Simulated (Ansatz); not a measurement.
# Mg2CrCu2, from a guessed structure to a relaxed one, part 2 of 2

Starting from a made-up structure for Mg2CrCu2, the aim is the relaxed cell, its shortest contacts and, where a second run follows, its electronic structure.

Ansatz 0.2.0; DFT, PBEsol, plane-wave PAW, files of the set soft_1, scalar-relativistic, ferromagnetic start, cell and ions relaxed at zero pressure; PAW set soft_1 (the session's first sound run).

So far: Starting point; Relaxation of the guess. The relaxed cell has a, b, c = 4.136, 5.124, 7.544 Å (conventional setting).

## (3) Electronic structure of the relaxed cell

A second self-consistent run takes a narrower smearing and the mesh shown in its input; the bands follow along the standard path of the relaxed lattice.

This step: DFT, PBEsol, plane-wave PAW, files of the set soft_1, scalar-relativistic, ferromagnetic start, bands and density of states at the relaxed cell; PAW set soft_1 (Ansatz 0.2.0).

File input.yaml:

```yaml
crystal:
  lattice:
    - [-2.0678607843, 2.5620550379, 3.7718832015]
    - [2.0678607843, -2.5620550379, 3.7718832015]
    - [2.0678607843, 2.5620550379, -3.7718832015]
  atoms:
    - { symbol: Cu, position: [0.2693871322, 0.5, 0.7693871322] }
    - { symbol: Cu, position: [0.7306128678, 0.5, 0.2306128678] }
    - { symbol: Cr, position: [0.0, 0.0, 0.0], spin: 3.1 }
    - { symbol: Mg, position: [0.6985507383, 0.1985507383, 0.5] }
    - { symbol: Mg, position: [0.3014492617, 0.8014492617, 0.5] }
magnetization:
  spin_polarized: true
kpoints:
  mp_grid: { grid: [10, 10, 10] }
  band_path:
    path:
      - [[0.0, 0.0, 0.0], [-0.32513912, 0.32513912, 0.32513912], [-0.19048457, 0.19048457, 0.45979368], [0.0, 0.0, 0.5], [0.25, 0.25, 0.25], [0.0, 0.5, 0.0], [0.32513912, 0.67486088, -0.32513912], [0.5, 0.5, -0.5], [0.0, 0.0, 0.0], [0.36534544, -0.36534544, 0.36534544], [0.5, 0.0, 0.0], [0.25, 0.25, 0.25]]
      - [[0.19048457, -0.19048457, 0.54020632], [0.36534544, -0.36534544, 0.36534544]]
      - [[0.63465456, 0.36534544, -0.36534544], [0.5, 0.5, -0.5]]
    npoints: 6
scf:
  occupations: { method: fermi_dirac, width: 0.03 }
  n_extra_bands: 11
hamiltonian:
  xc: pbesol
  pseudopotentials: { kind: paw, azcp: { folder: soft_1 }, xc_functional: pbe }
output:
  forces: true
  stress: true
  write_bands: true
  dos: { projected: true }
  write_density: true
  write_potential: true
  elf: true
  volumetric_format: npy
```

Started as:

```
$ ansatz run input.yaml --threads 4 --pin off --max-ram 8192MiB --backend cpu --events-out ev --progress --plain --runs-dir out
```

Numbers of over 12 decimals in the logs are rounded to 6 here.

The program printed:

```text
[...]
Crystal: 5 atoms, lattice volume = 79.933 Å³
Basis set: ecut = 420 eV, 1571 PW (Γ), exchange–correlation on 72×72×72 points (8 copies of the dense FFT grid, shifted against one another)
Bands: 47, of which v1, the nominal top of the filled ones, is band 36 counted from 1 (35 counted from 0)
Symmetry: 8 space group operations
[...]
k-points: 171 of 1000
[...]
Starting moments: Σ|m| = 3.1 μB on 1 of 5 sites
[...]
SCF iter   1: F=—  HF=-20353.733643 eV  |F-HF|=—  |Δ(HF+E_count)|=         —  Δρ=1.39e-1 (↑1.22e-1 ↓1.39e-1)  dr2=3.56e1  dr2_m=2.02e-1  M=2.876 μB ∫|m|=3.122 μB  β_m=0.30  ethr=3.10e-3  ⟨swp⟩=5.8  Hψ=56466  notcnv=0  defer=2
[...]
SCF iter  14: F=-20349.754753 eV  HF=-20349.754753 eV  |F-HF|=1.69e-8  |Δ(HF+E_count)|=   5.49e-9  Δρ=3.27e-6 (↑3.27e-6 ↓1.18e-6)  dr2=1.85e-8  dr2_m=1.00e-9  M=3.760 μB ∫|m|=4.134 μB  ethr=1.77e-11  ⟨swp⟩=10.6  Hψ=95139  notcnv=0
SCF 1 converged in 14 iterations: F = -20349.754753 eV  dr2 = 1.85e-8
[...]
NSCF: frozen V_eff on 81 k-points
SCF converged after 14 iterations
Magnetization: 3.7598 μB (37.8799 up, 34.1201 down)
Absolute magnetization: 4.1397 μB (∫|ρ↑−ρ↓|, with the PAW one-centre terms)
[...]
Per-site moments (μB) at R_I (Å): [(0.079556, 0.974891), (0.079556, 0.974891), (3.136382, 1.025580), (-0.017034, 1.097342), (-0.017034, 1.097342)]
Free energy (F): -20349.754753 eV
[...]
Internal energy: -20349.747807 eV  (E = F + TS)
E sigma→0 (E₀):  -20349.751280 eV
Entropy (-TS):   -0.006946 eV (-1.389 meV/atom)
Fermi energy:    10.642843 eV
[...]
--- Forces (eV/Å), atoms counted from 1 ---
  atom   1  Cu     0.00000000     0.00862141     0.00000000
  atom   2  Cu     0.00000000    -0.00862141     0.00000000
  atom   3  Cr     0.00000000     0.00000000     0.00000000
  atom   4  Mg     0.00000000     0.00000000     0.00503421
  atom   5  Mg     0.00000000     0.00000000    -0.00503421
  max |Σ_I F_I| component: 0.00e0 eV/Å
--- Stress (GPa, compression-positive) ---
        0.059247       0.000000       0.000000
        0.000000      -0.015358       0.000000
        0.000000       0.000000      -0.045616
  P = ⅓ Tr σ = -0.0006 GPa (-0.006 kbar)
--- Band table (eV; the first three rows and the last of 342) ---
  k-point 0 ↑: bands = [... 32 lower, 8.6707, 9.5781, 9.6736, 9.7284, 11.5466, 11.9115, 12.3541, 12.6703, ... 7 higher]
  k-point 1 ↑: bands = [... 32 lower, 8.7079, 9.5224, 9.5963, 9.6375, 10.8439, 12.1798, 12.1977, 12.7041, ... 7 higher]
  k-point 2 ↑: bands = [... 32 lower, 8.8279, 9.1866, 9.4650, 9.5660, 10.2161, 11.5060, 11.5538, 12.8799, ... 7 higher]
  k-point 170 ↓: bands = [... 32 lower, 8.4210, 10.1437, 11.0753, 11.7734, 11.8825, 12.1907, 12.4661, 13.3356, ... 7 higher]
```

Run time: 25 s. Hardware: 4 threads of Intel Xeon at 2.60GHz (Ice Lake), shared host; peak memory 1.1 GiB.

In the SCF lines HF is the Harris–Foulkes energy and dr2 the Hartree energy of the density residual, in eV; the loop may stop once dr2 is under the threshold and the program's other checks hold. Hψ counts applications of the Hamiltonian.

This step gave:

| Item | Value |
| --- | --- |
| free energy | -20349.7548 eV |
| energy at zero smearing | -20349.7513 eV |
| smearing term TS | 0.006946 eV |
| Fermi energy | 10.64 eV |
| magnetization | 3.760 μB |
| absolute magnetization | 4.140 μB |
| site moments | 0.07956, 0.07956, 3.136, -0.01703, -0.01703 μB |
| pressure | -5.76e-4 GPa |

bands.tsv at the labelled points (eV, zero at the Fermi level; the bands that come nearest the Fermi level along the path):

```tsv
point	band_36_up	band_37_up	band_38_up	band_39_up	band_32_dn	band_33_dn	band_34_dn	band_35_dn
Γ	0.90	1.27	1.71	2.03	-0.62	0.97	1.23	1.28
X	-0.79	-0.52	-0.08	0.20	-2.52	-0.91	-0.38	1.22
L	-0.98	-0.54	-0.37	1.61	-2.20	-2.03	0.60	1.30
T	-0.99	-0.53	-0.25	0.28	-1.54	-0.89	-0.61	-0.37
W	-1.02	-0.27	-0.11	2.49	-2.17	-1.92	0.42	0.85
R	-0.61	-0.06	0.23	1.77	-0.98	-0.08	0.03	0.63
X1	-0.79	-0.52	-0.08	0.20	-2.52	-0.91	-0.38	1.22
Z	-0.87	-0.68	0.22	0.30	-2.22	-0.50	0.43	1.13
Γ	0.90	1.27	1.71	2.03	-0.62	0.97	1.23	1.28
Y	-0.90	-0.82	1.19	2.40	-2.49	0.14	0.69	1.59
S	-0.87	-0.01	1.83	2.79	-0.75	0.12	0.21	1.35
W	-1.02	-0.27	-0.11	2.49	-2.17	-1.92	0.42	0.85
L1	-0.98	-0.54	-0.37	1.61	-2.20	-2.03	0.60	1.30
Y	-0.90	-0.82	1.19	2.40	-2.49	0.14	0.69	1.59
Y1	-0.90	-0.82	1.19	2.40	-2.49	0.14	0.69	1.59
Z	-0.87	-0.68	0.22	0.30	-2.22	-0.50	0.43	1.13
```

Spin density in the bc plane of the conventional cell at fractional x = 0.000, with atoms of Cu and Cr and Mg within 0.2 Å of it.

Ten even steps from '0' (0.0 e/Å³) to '9' (3.9 e/Å³), each cell a mean:
```
73000000000015
21000000000001
00000000000000
00000000000000
00000000000000
00000000000000
00000000000000
00000000000000
00000000000000
00000000000000
00000000000000
00000000000000
00000000000000
00000000000000
00000000000000
00000000000000
00000000000000
00000000000000
42000000000013
94000000000027
```
Columns run along b (5.1 Å), rows up along c (7.5 Å), edges of the conventional cell, whose origin can differ from the input's. Atoms in or near the plane, at fractional coordinates: Cu at (0.77, 0.50), Cu at (0.23, 0.50), Cr at (0.00, 0.00), Mg at (0.50, 0.20), Mg at (0.50, 0.80).

ELF in the bc plane of the conventional cell at fractional x = 0.000, with atoms of Cu and Cr and Mg within 0.2 Å of it. It is the smooth field of the valence electrons, not physical close to the nuclei.

Ten even steps from '0' (0.10) to '9' (0.85), each cell a mean:
```
96213322342148
53122000023124
11131022102211
11220111201321
22220121201322
22231011002322
22222211122222
21111233211112
21121123101101
10372012115511
10241022103311
21011133211001
21112233321112
22222100022222
22220022102322
22320121201322
11220121201311
21131011002212
64123200133136
96214433442149
```
Columns run along b (5.1 Å), rows up along c (7.5 Å), edges of the conventional cell, whose origin can differ from the input's. Atoms in or near the plane, at fractional coordinates: Cu at (0.77, 0.50), Cu at (0.23, 0.50), Cr at (0.00, 0.00), Mg at (0.50, 0.20), Mg at (0.50, 0.80).

Valence density in the bc plane of the conventional cell at fractional x = 0.000, with atoms of Cu and Cr and Mg within 0.2 Å of it. It is the smooth field of the valence electrons, not physical close to the nuclei.

Values in e/Å³, 20 rows by 14 columns, each cell a mean:
```
14  5  1  0  0  0  0  0  0  0  0  0  3 10
 3  1  0  0  0  0  0  0  0  0  0  0  1  2
 0  0  0  0  0  0  4  6  1  0  0  0  0  0
 0  0  0  0  0  2 16 23  6  0  0  0  0  0
 0  0  0  0  0  1 10 15  4  0  0  0  0  0
 0  0  0  0  0  0  1  2  0  0  0  0  0  0
 0  0  0  0  0  0  0  0  0  0  0  0  0  0
 0  0  1  1  1  0  0  0  0  0  1  1  0  0
 0  1  5 11  4  1  0  0  0  2  9  9  2  0
 0  2 22 56 18  2  0  0  1  6 44 42  7  1
 0  2 14 34 11  1  0  0  1  4 27 26  4  1
 0  1  2  4  2  0  0  0  0  1  3  3  1  0
 0  0  0  0  0  0  0  0  0  0  0  0  0  0
 0  0  0  0  0  0  0  0  0  0  0  0  0  0
 0  0  0  0  0  0  4  5  1  0  0  0  0  0
 0  0  0  0  0  2 15 22  6  0  0  0  0  0
 0  0  0  0  0  1 11 16  4  0  0  0  0  0
 1  0  0  0  0  0  1  2  0  0  0  0  0  1
 7  3  1  0  0  0  0  0  0  0  0  0  1  5
18  7  1  0  0  0  0  0  0  0  0  0  3 14
```
Columns run along b (5.1 Å), rows up along c (7.5 Å), edges of the conventional cell, whose origin can differ from the input's. Atoms in or near the plane, at fractional coordinates: Cu at (0.77, 0.50), Cu at (0.23, 0.50), Cr at (0.00, 0.00), Mg at (0.50, 0.20), Mg at (0.50, 0.80).

## (4) Summary of results

| Item | Value |
| --- | --- |
| space group, relaxed | Immm |
| conventional cell | a = 4.136, b = 5.124, c = 7.544 Å; α = 90.0°, β = 90.0°, γ = 90.0° |
| volume per atom | 15.99 Å³ (guess 14.91) |
| total moment | 3.75 μB in the cell of 5 atoms |

In words: Mg2CrCu2 relaxes to Immm with a = 4.136, b = 5.124 and c = 7.544 Å. The guessed volume was 7 % too small. The space group Immm was held in the relaxation, so the end point is a stationary structure within it and may be a saddle against distortions or other arrangements. The input starts from parallel moments, and no other start was typed. Bands cross the Fermi level, so it is a metal or semimetal at this level. On the 10×10×10 mesh with the narrower smearing (relaxed on 9×9×9) the largest force component is 0.009 eV/Å and the largest stress component is 0.059 GPa, against the relaxation's thresholds of 0.015 eV/Å and 0.05 GPa. The cutoff wasn't tested. No dispersion term is used, so weakly bound directions may come out too long. Nothing here tests whether the compound is stable against decomposition.

[Logs are printed without paths, hosts, clocks, repeated set-up lines and the standing remarks that a program may print on its own settings, such as how far it seeks lower states.]

[Hosts, paths, dates, database ids (printed as entryN), source tags and the programs' standing remarks are cut or masked in the printed files.]
